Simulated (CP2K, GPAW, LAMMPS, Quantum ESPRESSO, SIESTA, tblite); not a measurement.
**GPAW runs on amorphous Si0.7Ge0.3 (120 atoms)**

How do the settings of GPAW change the result for amorphous Si0.7Ge0.3 (120 atoms)? A plane-wave run serves as the yardstick.

Main program and level: GPAW 26.7.0; the method is named at each step.

## Step 1: Starting point

The cell holds 120 atoms: 84 Si and 36 Ge. Cell: a = 13.770 Å, b = 13.770 Å, c = 13.770 Å, α = 90.0°, β = 90.0°, γ = 90.0°. 120 atoms (84 Si, 36 Ge) placed at random at 3.16 g/cm³, melted at 3500 K for 10 ps at fixed volume with the Tersoff potential (Tersoff, Phys. Rev. B 39, 5566 (1989)). Quenched from 3500 K to 700 K at 1000 K/ps and fixed volume, held 5 ps, then minimised at fixed cell.

The yardstick, on the same geometry:

- method: Kohn-Sham DFT, PBE, SSSP efficiency 1.3.0 pseudopotentials, plane waves (Quantum ESPRESSO 7.5); sssp-pbe-1.3.0-efficiency, cutoffs 45/360 Ry, Γ point
- r.m.s. force component: 0.2578 eV/Å
- longest force: 1.274 eV/Å
- pressure: -0.913 GPa
- time: 9.7 min on 8 MPI ranks of Arm Neoverse N1, shared host
- CPU time: 77 min

## Step 2: PBE, LCAO dzp, h 0.2 Å

Method: Kohn-Sham DFT, PBE, PAW, atomic orbitals (dzp).

The input, run.py:

```python
import numpy as np
from ase.io import read
from gpaw import GPAW, FermiDirac
from ase.parallel import parprint as print

atoms = read("structure.xyz")
atoms.calc = GPAW(
    mode="lcao",
    basis="dzp",
    h=0.2,
    xc="PBE",
    kpts={"size": (1, 1, 1), "gamma": True},
    occupations=FermiDirac(0.05),
    maxiter=200,
    symmetry={"point_group": False},
    txt="gpaw.txt",
)
energy = atoms.get_potential_energy(force_consistent=True)
forces = atoms.get_forces()
print(f"energy {energy:.6f} eV")
print("forces (eV/A)")
for i, (a, f) in enumerate(zip(atoms, forces)):
    print(f"{i:4d} {a.symbol:2s} {f[0]:10.5f} {f[1]:10.5f} {f[2]:10.5f}")
print(f"Fermi level {atoms.calc.get_fermi_level():.4f} eV")
for k in range(len(atoms.calc.get_ibz_k_points())):
    for s in range(atoms.calc.get_number_of_spins()):
        e = atoms.calc.get_eigenvalues(kpt=k, spin=s)
        n = np.searchsorted(e, atoms.calc.get_fermi_level())
        print(f"k {k} spin {s} levels about the Fermi level:", np.round(e[max(n - 6, 0):n], 4).tolist(), "|", np.round(e[n:n + 6], 4).tolist())
```

The input, structure.xyz:

```xyz
120
Lattice="13.77040 0.00000 0.00000 0.00000 13.77040 0.00000 0.00000 0.00000 13.77040" Properties=species:S:1:pos:R:3 pbc="T T T"
Si 9.66393 2.05592 1.93818
Si 10.43259 1.71139 5.64490
Si 7.35794 7.11751 2.36080
Si 4.58775 4.16169 8.48353
Si 6.48889 13.72000 11.41305
Si 7.53379 10.94526 6.28922
Si 0.50868 2.28327 3.43916
Si 11.27754 11.45023 2.31205
Si 13.21931 11.31335 8.45709
Si 10.05212 4.19501 3.00938
Si 0.41779 4.80022 12.44899
Si 3.82487 7.24585 2.94893
Si 13.15459 4.15728 0.66098
Si 3.95279 2.31164 9.89004
Si 12.61768 2.39991 5.11791
Si 13.71256 12.03519 1.82692
Si 13.17910 4.98626 9.10664
Si 3.94577 10.96799 5.75355
Si 2.74513 5.00003 5.11928
Si 11.33538 7.29432 2.17022
Si 12.66450 6.06738 11.19864
Si 0.64845 0.58442 1.75366
Si 5.80491 9.45531 5.49962
Si 1.41766 11.32973 7.29817
Si 1.05247 4.29540 2.23769
Si 11.11051 5.21995 1.01212
Si 3.01971 0.38295 1.83917
Si 9.44264 13.42284 2.47289
Si 9.61766 13.53892 4.80270
Si 0.20835 7.93946 7.40930
Si 3.87816 9.08337 13.71573
Si 2.03045 8.85327 10.06878
Si 1.82692 8.29804 3.68523
Si 11.75331 11.85494 11.97391
Si 11.02844 1.33394 0.08827
Si 3.07424 10.97611 10.45779
Si 11.51770 4.45114 4.95032
Si 5.03515 10.70401 1.65589
Si 7.48724 13.27825 5.84884
Si 5.40819 9.16709 9.35864
Si 7.88879 12.65169 9.70097
Si 6.15427 1.90169 3.04959
Si 3.53059 0.06940 13.31804
Si 3.78314 6.61365 0.58028
Si 0.69582 2.40376 11.71599
Si 9.20276 8.13720 1.35033
Si 10.58365 5.70645 12.41994
Si 12.19121 9.34032 1.32485
Si 3.89331 2.52411 2.61693
Si 1.36947 9.03889 13.20664
Si 13.29036 1.85308 0.05205
Si 7.76348 5.26580 7.94662
Si 9.17673 10.13997 2.63400
Si 10.10320 13.48232 10.60527
Si 6.87074 3.98460 11.34722
Si 3.51379 5.85655 7.17755
[... 60 atom lines left out ...]
Ge 9.24338 11.25854 8.10071
Ge 13.57045 1.65341 7.19848
Ge 3.10344 2.36025 12.32809
Ge 10.13970 9.05831 8.75963
```

Started as:

```console
$ OMP_NUM_THREADS=1 mpirun -np 2 gpaw python run.py > output.txt
```

The program printed:

```text
energy -560.882761 eV
forces (eV/A)
   0 Si    0.24147   -0.23821    0.19664
   1 Si    0.02648    0.56117   -0.35364
   2 Si   -0.01086    0.19895    0.12218
   3 Si   -0.19592    0.09516    0.18639
   4 Si   -0.34015    0.49130   -0.10322
   5 Si   -0.09035    0.49792   -0.07731
   6 Si   -0.22799   -0.15744    0.01628
   7 Si    0.12319   -0.19861   -0.30760
   8 Si   -0.25180    0.12570    0.55958
   9 Si   -0.06888   -0.34248    0.11048
  10 Si    0.05371   -0.06912   -0.06868
  11 Si   -0.36389    0.15015   -0.13863
  12 Si    0.00061   -0.14821    0.09959
  13 Si    0.01979    0.41392   -0.10635
  14 Si    0.01718    0.22117   -0.15981
  15 Si   -0.24521    0.04632    0.10947
  16 Si    0.21885   -0.13921   -0.21311
  17 Si   -0.66634    0.14824    0.23489
  18 Si   -0.37263    0.09413   -0.23102
  19 Si   -0.00032   -0.11909   -0.50378
  20 Si    0.01802    0.27686   -0.06526
  21 Si    0.26962   -0.02808    0.17410
  22 Si   -0.00425   -0.20728    0.19149
  23 Si    1.04179    0.10765   -0.66477
[...]
112 Ge   -0.07256   -0.52237    0.43601
 113 Ge   -0.18531   -0.31796   -0.50023
 114 Ge    0.09117   -0.35548   -0.13441
 115 Ge   -0.20649    0.11500   -0.02567
 116 Ge   -0.28769    0.00681    0.30473
 117 Ge    0.30706    0.18629    0.40839
 118 Ge    0.52454   -0.00716   -0.02782
 119 Ge    0.02021   -0.29842   -0.00984
Fermi level 5.1958 eV
k 0 spin 0 levels about the Fermi level: [4.8873, 4.9286, 4.9673, 4.9998, 5.0249, 5.1331] | [5.1989, 5.2039, 5.2585, 5.3313, 5.3696, 5.3794]
```

gpaw.txt:

```text
Input parameters:
  mode=LCAO(),
  basis={'default': 'dzp'},
  h=0.2,
  kpts=MonkhorstPack(size=(1, 1, 1), gamma=True),
  maxiter=200,
  occupations=Occupations(name='fermi-dirac', width=0.05, fixmagmom=False),
  symmetry=Symmetry(point_group=False),
  xc=XC(name='PBE')
Unit cell  # Å
| periodic |         x |         y |         z |   lengths |    angles |
|----------|-----------|-----------|-----------|-----------|-----------|
|      yes | 13.770400 |  0.000000 |  0.000000 | 13.770400 | 90.000000 |
|      yes |  0.000000 | 13.770400 |  0.000000 | 13.770400 | 90.000000 |
|      yes |  0.000000 |  0.000000 | 13.770400 | 13.770400 | 90.000000 |
Number of symmetries: 1
Symmetry operations  # r_c * U_cc + t_c -> r_c
|   | kind |            matrix            |
|---|------|------------------------------|
| 0 |  E   |  1, 0, 0,  0, 1, 0,  0, 0, 1 |
BZ-sampling:
  Number of BZ points: 1
  Number of IBZ points: 1
  Monkhorst-Pack size: [1, 1, 1]
  Monkhorst-Pack shift: [0, 0, 0]
[... lines left out ...]
      Number of RI-basis functions 0
Reference energy: -2717967.879709  # eV
eigensolver:
density mixing:
  MSR1-Mixer
occupation numbers:
  Fermi-Dirac:
    width: 0.0500  # eV
FastPoissonSolver using
    Stencil: 6*3+1=19 point O(h^6) finite-difference Laplacian
xc functional:
  name: PBE with 2 nearest neighbor stencil
interpolation: tri-quintic # 5. degree polynomial
Initialization done in: 14.405 s
convergence criteria:
- Maximum [total energy] change in last 3 cyles: 0.0005 eV / valence electron
- Maximum integral of absolute [dens]ity change: 0.0001 electrons / valence electron
- Maximum integral of absolute [eigenst]ate change: 4e-08 eV^2 / valence electron
maximum number of iterations: 200
SCF iterations
|iter     |      energy | eigst |  dens |
|---------|-------------|-------|-------|
|iter:   1| -562.274285 |      c|       |
|iter:   2| -561.676726 |      c| -0.98 |
|iter:   3| -605.155862 |      c| -1.01 |
|iter:   4| -601.339829 |      c| -0.92 |
[...]
|iter:   8| -560.887427 |      c| -1.75 |
|iter:   9| -560.933225 |      c| -2.02 |
|iter:  10| -560.825964c|      c| -2.03 |
|iter:  11| -560.751242c|      c| -2.20 |
|iter:  12| -560.741702c|      c| -2.41 |
[...]
|iter:  19| -560.716530c|      c| -3.66 |
|iter:  20| -560.716642c|      c| -3.94 |
|iter:  21| -560.716615c|      c| -4.07c|
Converged in 21 steps
SCF loop duration: 519.633 s (24.744 s/step)
Energy contributions relative to reference atoms: (reference = -2717967.879709)
Energy contributions:
  Kinetic:         883.295070
  Coulomb:        -780.672961
  Zero:             -0.896158
  External:          0.000000
  Xc:             -662.276419
  Entropy:          -0.332293
  Spinorbit:         0.000000
  ----------------------------
  Free energy:    -560.882761
  Extrapolated:   -560.716615
dipole moment: (71.080215, 25.452035, 32.343600)  # |e|*Ang
Fermi level: 5.196
Eigenvalues  # (at kpt = [0.000, 0.000, 0.000])
| band index |      eig [eV] | occ [0-2] |
|------------|---------------|-----------|
|          0 |        -7.255 |     2.000 |
|        ... |               |           |
|        231 |         4.749 |     2.000 |
|        232 |         4.826 |     1.999 |
[...]
|        246 |         5.532 |     0.002 |
|        ... |               |           |
|        291 |         7.438 |     0.000 |
Gap: 0.066 eV
Transition (v -> c):
  (s=0, k=0, n=238, [0.00, 0.00, 0.00]) -> (s=0, k=0, n=239, [0.00, 0.00, 0.00])
No difference between direct/indirect transitions
Force computation time: 62.908  # s
```

Elapsed: 10 min, on 2 MPI ranks of Arm Neoverse N1, shared host; peak memory 2.8 GiB.

Banners, paths, timers and routine set-up lines are dropped from the logs unmarked, and long logs keep their key lines alone; longer cuts are marked.

Numbers from this run, and their distance from the reference:

| Item | Value |
| --- | --- |
| r.m.s. force component | 0.2752 eV/Å |
| r.m.s. difference of force components | 40.21 meV/Å |
| longest difference of force vectors | 129.3 meV/Å |
| force difference over r.m.s. force | 15.6 % |
| slope of forces against the reference's | 1.058 |
| correlation of force components | 0.9907 |

Length of the force difference by element (eV/Å):

| element | atoms | mean | most |
| --- | --- | --- | --- |
| Ge | 36 | 0.086 | 0.13 |
| Si | 84 | 0.055 | 0.11 |

The surroundings of Ge88, picked at random, nearest first, numbered as they follow in the input and with coordinates relative to it.

| atom | x | y | z | distance (Å) | bonds | Fx | Fy | Fz (eV/Å) |
| --- | --- | --- | --- | --- | --- | --- | --- | --- |
| Ge88 | 0.00 | 0.00 | 0.00 | 0.00 | 5 | -0.24 | 0.02 | -0.09 |
| Si24 | -0.54 | 2.10 | 1.24 | 2.50 | 4 | 1.04 | 0.11 | -0.66 |
| Si33 | -0.13 | -0.93 | -2.37 | 2.55 | 4 | 0.16 | 0.12 | -0.17 |
| Ge91 | 1.48 | -0.87 | 1.90 | 2.56 | 5 | -0.22 | 0.21 | 0.27 |
| Si30 | -1.75 | -1.29 | 1.35 | 2.56 | 4 | 0.20 | -0.24 | 0.06 |
| Si18 | 1.99 | 1.74 | -0.30 | 2.66 | 5 | -0.67 | 0.15 | 0.23 |
| Si78 | -0.03 | 3.41 | -0.76 | 3.49 | 5 | 0.19 | 0.05 | 0.32 |
| Si56 | 1.55 | -3.37 | 1.12 | 3.88 | 5 | -0.27 | 0.06 | 0.39 |
| Si23 | 3.85 | 0.23 | -0.56 | 3.89 | 4 | 0.00 | -0.21 | 0.19 |

Atoms are counted from 1 here, from 0 in the log.

Forces lie 16 % from the reference's, at 0.26 times its CPU time (on 2 against 8 cores).

## Step 3: PBE, grid h 0.18 Å

Method: Kohn-Sham DFT, PBE, PAW, finite differences on a real-space grid.

Changes to run.py since step 2:

```diff
@@ -7,5 +7,4 @@
 atoms.calc = GPAW(
-    mode="lcao",
-    basis="dzp",
-    h=0.2,
+    mode="fd",
+    h=0.18,
     xc="PBE",
@@ -15,2 +14,3 @@
     symmetry={"point_group": False},
+    nbands=492,
     txt="gpaw.txt",
```

structure.xyz is that of step 2.

Started as:

```console
$ OMP_NUM_THREADS=1 mpirun -np 4 gpaw python run.py > output.txt
```

The program printed:

```text
energy -574.076866 eV
forces (eV/A)
   0 Si    0.22238   -0.24481    0.15574
   1 Si    0.06524    0.51879   -0.29994
   2 Si   -0.03314    0.17736    0.11246
   3 Si   -0.13034    0.09288    0.19205
   4 Si   -0.24637    0.45915   -0.07942
   5 Si   -0.07839    0.50310   -0.04940
   6 Si   -0.18670   -0.14303    0.02954
   7 Si    0.12056   -0.18979   -0.32372
   8 Si   -0.25333    0.13131    0.54057
   9 Si   -0.07296   -0.32659    0.09458
  10 Si    0.04578   -0.04189   -0.05674
  11 Si   -0.32665    0.14664   -0.17447
  12 Si    0.02726   -0.15527    0.08075
  13 Si    0.05711    0.39993   -0.12485
  14 Si   -0.00302    0.24070   -0.11087
  15 Si   -0.26581    0.01646    0.12801
  16 Si    0.21380   -0.15384   -0.19339
  17 Si   -0.69441    0.13179    0.25238
  18 Si   -0.34922    0.08609   -0.25996
  19 Si    0.00538   -0.11610   -0.50860
  20 Si    0.05954    0.25901   -0.05642
  21 Si    0.28039   -0.01471    0.17918
  22 Si   -0.03391   -0.16412    0.20139
  23 Si    1.05219    0.08507   -0.70536
[...]
112 Ge   -0.03891   -0.44288    0.41256
 113 Ge   -0.13432   -0.26997   -0.47155
 114 Ge    0.09441   -0.29355   -0.11711
 115 Ge   -0.19947    0.05614    0.02705
 116 Ge   -0.24237    0.00099    0.28627
 117 Ge    0.27867    0.16199    0.40441
 118 Ge    0.44742   -0.03372   -0.03990
 119 Ge   -0.00680   -0.23081   -0.05980
Fermi level 5.1687 eV
k 0 spin 0 levels about the Fermi level: [4.8706, 4.9066, 4.9408, 4.9709, 5.001, 5.1037] | [5.1718, 5.1778, 5.2333, 5.3011, 5.339, 5.3504]
```

gpaw.txt:

```text
Input parameters:
  mode=FD(),
  h=0.18,
  kpts=MonkhorstPack(size=(1, 1, 1), gamma=True),
  maxiter=200,
  nbands=492,
  occupations=Occupations(name='fermi-dirac', width=0.05, fixmagmom=False),
  symmetry=Symmetry(point_group=False),
  xc=XC(name='PBE')
Diagonalizing LCAO Hamiltonian
Converting LCAO to fd mode
         .---------------------------------.
[... lines left out ...]
  Converge bands: occupied
[... lines left out ...]
  Fermi-Dirac:
[... lines left out ...]
convergence criteria:
- Maximum [total energy] change in last 3 cyles: 0.0005 eV / valence electron
[... lines left out ...]
Converged in 25 steps
[... lines left out ...]
  Coulomb:        -684.583562
  Zero:             -1.029722
  External:          0.000000
  Xc:             -660.936087
  Entropy:          -0.333842
  Spinorbit:         0.000000
  ----------------------------
  Free energy:    -574.076866
  Extrapolated:   -573.909945
dipole moment: (71.006235, 25.107303, 32.401783)  # |e|*Ang
Fermi level: 5.169
Eigenvalues  # (at kpt = [0.000, 0.000, 0.000])
| band index |      eig [eV] | occ [0-2] |
|------------|---------------|-----------|
|          0 |        -7.228 |     2.000 |
|        ... |               |           |
|        231 |         4.730 |     2.000 |
|        232 |         4.808 |     1.999 |
[...]
|        246 |         5.497 |     0.003 |
|        ... |               |           |
|        491 |        13.070 |     0.000 |
Gap: 0.068 eV
Transition (v -> c):
  (s=0, k=0, n=238, [0.00, 0.00, 0.00]) -> (s=0, k=0, n=239, [0.00, 0.00, 0.00])
No difference between direct/indirect transitions
Force computation time: 20.635  # s
```

Wall time 29 min (4 MPI ranks); peak memory 7.9 GiB.

Numbers from this run, and their distance from the reference:

| Item | Value |
| --- | --- |
| r.m.s. force component | 0.2611 eV/Å |
| r.m.s. difference of force components | 14.72 meV/Å |
| longest difference of force vectors | 68.83 meV/Å |
| force difference over r.m.s. force | 5.712 % |
| slope of forces against the reference's | 1.011 |
| correlation of force components | 0.9985 |

Against the first run (16 %), the force difference from the reference is 5.7 %, at 5.9 times the CPU time (on 4 against 2 cores).

## Step 4: PBE, LCAO sz(dzp), h 0.2 Å

Method: Kohn-Sham DFT, PBE, PAW, atomic orbitals (sz(dzp)).

Changes to run.py since step 3:

```diff
@@ -3,3 +3,2 @@
 from gpaw import GPAW, FermiDirac
-from ase.parallel import parprint as print
 
@@ -7,4 +6,5 @@
 atoms.calc = GPAW(
-    mode="fd",
-    h=0.18,
+    mode="lcao",
+    basis="sz(dzp)",
+    h=0.2,
     xc="PBE",
@@ -14,3 +14,2 @@
     symmetry={"point_group": False},
-    nbands=492,
     txt="gpaw.txt",
```

structure.xyz is that of step 3.

Started as:

```console
$ OMP_NUM_THREADS=1 python run.py > output.txt
```

The program printed:

```text
energy -492.242614 eV
forces (eV/A)
   0 Si    0.63940   -0.10311    0.67777
   1 Si   -0.40511    0.73253   -0.66833
   2 Si   -0.27178    0.14531    0.22267
   3 Si   -0.51861   -0.12959   -0.28342
   4 Si   -1.26381    0.55749   -0.23762
   5 Si    0.09801    0.21964    0.00114
   6 Si   -0.44321   -0.34867    0.22954
   7 Si    0.01354   -0.34511   -0.70882
   8 Si   -0.35667   -0.13890    0.44721
   9 Si   -0.41010   -0.43979    0.11614
  10 Si    0.62258    0.04214   -0.07563
  11 Si   -0.05759    0.40884    0.17425
  12 Si   -0.21220   -0.06633    0.34140
  13 Si   -0.62146    0.39130    0.03341
  14 Si    0.47985   -0.09665   -0.36223
  15 Si    0.10547    0.35351   -0.41455
  16 Si    0.24077   -0.05158   -0.32023
  17 Si   -0.15077    0.10022   -0.08365
  18 Si   -0.59562   -0.22161    0.11541
  19 Si    0.12249   -0.10916   -0.21463
  20 Si   -0.31500    0.47480   -0.24850
  21 Si    0.10864    0.00753    0.08554
  22 Si    0.10479   -0.39130   -0.32376
  23 Si    0.55767   -0.07110   -0.28085
[...]
112 Ge    0.18076   -0.55890    0.64006
 113 Ge   -0.19074   -0.28412   -0.71794
 114 Ge    0.21866   -0.82592   -0.28151
 115 Ge   -0.17082    0.20805   -0.18384
 116 Ge    0.26010    0.08571    0.43327
 117 Ge    0.13070    0.01695    0.76093
 118 Ge    0.97960    0.43661    0.32013
 119 Ge    0.15620   -0.24159    0.37365
Fermi level 5.3374 eV
k 0 spin 0 levels about the Fermi level: [5.0111, 5.0624, 5.1519, 5.1713, 5.2868, 5.3285] | [5.3449, 5.4002, 5.4807, 5.5115, 5.5528, 5.5972]
```

gpaw.txt:

```text
Input parameters:
  mode=LCAO(),
  basis={'default': 'sz(dzp)'},
  h=0.2,
  kpts=MonkhorstPack(size=(1, 1, 1), gamma=True),
  maxiter=200,
  occupations=Occupations(name='fermi-dirac', width=0.05, fixmagmom=False),
  symmetry=Symmetry(point_group=False),
  xc=XC(name='PBE')
Unit cell  # Å
| periodic |         x |         y |         z |   lengths |    angles |
[... lines left out ...]
  Fermi-Dirac:
[... lines left out ...]
convergence criteria:
- Maximum [total energy] change in last 3 cyles: 0.0005 eV / valence electron
[... lines left out ...]
Converged in 19 steps
[... lines left out ...]
  Free energy:    -492.242614
  Extrapolated:   -492.080158
dipole moment: (70.297075, 26.976505, 31.487661)  # |e|*Ang
Fermi level: 5.337
Eigenvalues  # (at kpt = [0.000, 0.000, 0.000])
| band index |      eig [eV] | occ [0-2] |
|------------|---------------|-----------|
|          0 |        -7.562 |     2.000 |
|        ... |               |           |
|        232 |         4.894 |     2.000 |
|        233 |         4.927 |     1.999 |
[...]
|        247 |         5.803 |     0.000 |
|        ... |               |           |
|        291 |         8.053 |     0.000 |
Gap: 0.016 eV
Transition (v -> c):
  (s=0, k=0, n=239, [0.00, 0.00, 0.00]) -> (s=0, k=0, n=240, [0.00, 0.00, 0.00])
No difference between direct/indirect transitions
Force computation time: 19.012  # s
timing:  # [seconds]
  Total:  236.285  # ━━━━━━━━━━━━━━━━━━━━━━━━━━━━━━━━━━━━━━━━━━━━━━━━━━━━━━━━
  Init:    22.025  # ━━━━━
  SCF:    195.173  # ━━━━━━━━━━━━━━━━━━━━━━━━━━━━━━━━━━━━━━━━━━━━━━╸
  Forces:  19.012  # ━━━━╸
```

Run time: 4 min. Hardware: 1 thread; peak memory 1.9 GiB.

Numbers from this run, and their distance from the reference:

```yaml
r_m_s_force_component: 0.3979 eV/Å
r_m_s_difference_of_force_components: 291.7 meV/Å
longest_difference_of_force_vectors: 1049 meV/Å
force_difference_over_r_m_s_force: 113.2 %
slope_of_forces_against_the_reference_s: 1.051
correlation_of_force_components: 0.6808
```

This is a coarse setting, run to see what it loses.

Against the first run (16 %), the force difference from the reference is 113 %, at 0.20 times the CPU time (on 1 against 2 cores), with 480 basis functions against 1560: the smaller basis costs accuracy.

(Continued in part 2 of 2.)

[Also dropped from logs without a mark: logging warnings of Python, and SIESTA's first energy breakdown and zero terms.]

[Logs are printed without paths, hosts, clocks, repeated set-up lines and the standing remarks that a program may print on its own settings, such as how far it seeks lower states.]

[Hosts, paths, dates, database ids (printed as entryN), source tags and the programs' standing remarks are cut or masked in the printed files.]
